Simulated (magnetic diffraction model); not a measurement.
# Magnetic neutron pattern of SrV2Ga2O7

Space group R32 (no. 155), a = 5.0140 Å, c = 24.7540 Å.

```
site  atom       x       y       z
  3a    Sr       0       0       0
  6c    Ga     1/3     2/3  0.9320
  6c     V     2/3     1/3  0.7608
 18f     O  0.9462  0.6916  0.7370
  3b     O     2/3     1/3     5/6
```

This is a made-up structure (elements placed in a structure type, unrelaxed), so the numbers test the method and describe no known phase.

Only V is taken to order (form factors of V3+); orders and moment sizes are assumed, and not adapted to the symmetry. Radiation: neutrons of λ = 2.36 Å, 3° to 70°; isotropic B of 0.34 Å² (Sr), 0.54 Å² (Ga), 0.48 Å² (V) and 0.53 Å² (O). The intensities are simulated: I ∝ L Σ (|F_N|² + |F_M⊥|²) for unpolarised neutrons, with F_M = 2.695 fm/μB × Σ f(s) S exp(2πi Q·r) exp(−B s²) at Q = H ± k (one set where k and −k are equivalent), only the part normal to Q counting and L = 1/(sin²θ cos θ). For collinear order S is the moment m, which repeats by lattice and centring translations R with the sign exp(−2πi k·R). Form factors are spin-only for 3d ions and dipole or tabulated for f ions, scattering lengths are Sears's of 1992, and absorption is left out. A label names one of the reflections at its angle. The strongest nuclear line in the range is 100, and lines under 0.2 are left out.

Assume the order k = (1/2 1/2 0), collinear moments along [101], 1.76 μB on V; signs + at (2/3, 1/3, 0.7608), + at (2/3, 1/3, 0.9059).

Predict the pattern, nuclear and magnetic parts apart.

```
2θ (°)         index  nuclear  magnetic
 16.44       (0 0 3)     35.0       0.0
 16.56  (1/2 -1/2 1)      0.0       9.0
 19.11  (-1/2 1/2 2)      0.0       3.3
 27.22   (1/2 1/2 0)      0.0       4.7
 31.85  (-1/2 1/2 5)      0.0       0.6
 32.03       (1 0 1)      3.1       0.0
 33.24       (0 0 6)     39.5       0.0
 33.48       (0 1 2)     11.1       0.0
 38.78       (1 0 4)    100.0       0.0
 42.38       (0 1 5)      1.6       0.0
 42.52  (-1/2 3/2 1)      0.0       2.4
 43.48   (1/2 1/2 6)      0.0       1.0
 43.67  (3/2 -1/2 2)      0.0       0.9
 47.76  (-1/2 1/2 8)      0.0       0.2
 48.11  (3/2 -3/2 0)      0.0       1.0
 50.81       (0 0 9)     23.9       0.0
 50.98       (1 0 7)     18.2       0.0
 51.10  (3/2 -1/2 5)      0.0       0.4
 55.84       (0 1 8)     55.1       0.0
 56.16       (1 1 0)     39.5       0.0
 58.74  (-1/2 3/2 7)      0.0       0.8
 58.94       (1 1 3)      3.9       0.0
 58.97   (3/2 1/2 1)      0.0       0.9
 59.73  (3/2 -3/2 6)      0.0       0.6
 59.88   (1/2 3/2 2)      0.0       0.4
 63.21  (3/2 -1/2 8)      0.0       0.2
 66.02   (1/2 3/2 5)      0.0       0.3
 66.13       (0 2 1)     10.3       0.0
 66.56      (1 0 10)      0.6       0.0
 66.84       (1 1 6)     54.5       0.0
 66.98       (2 0 2)      5.3       0.0
 69.78      (0 0 12)     18.1       0.0
```

The strongest magnetic line in the range is (1/2 -1/2 1) at 16.56° (9.0). On top of the Lorentz factor, which all lines share, magnetic lines fade with angle because f falls: for V3+ it is 0.89, 0.63, 0.38 and 0.08 at sin θ/λ = 0.1, 0.2, 0.3 and 0.5 Å⁻¹, while nuclear lengths stay constant. The order has no net moment.

[Logs are printed without paths, hosts, clocks, repeated set-up lines and the standing remarks that a program may print on its own settings, such as how far it seeks lower states.]
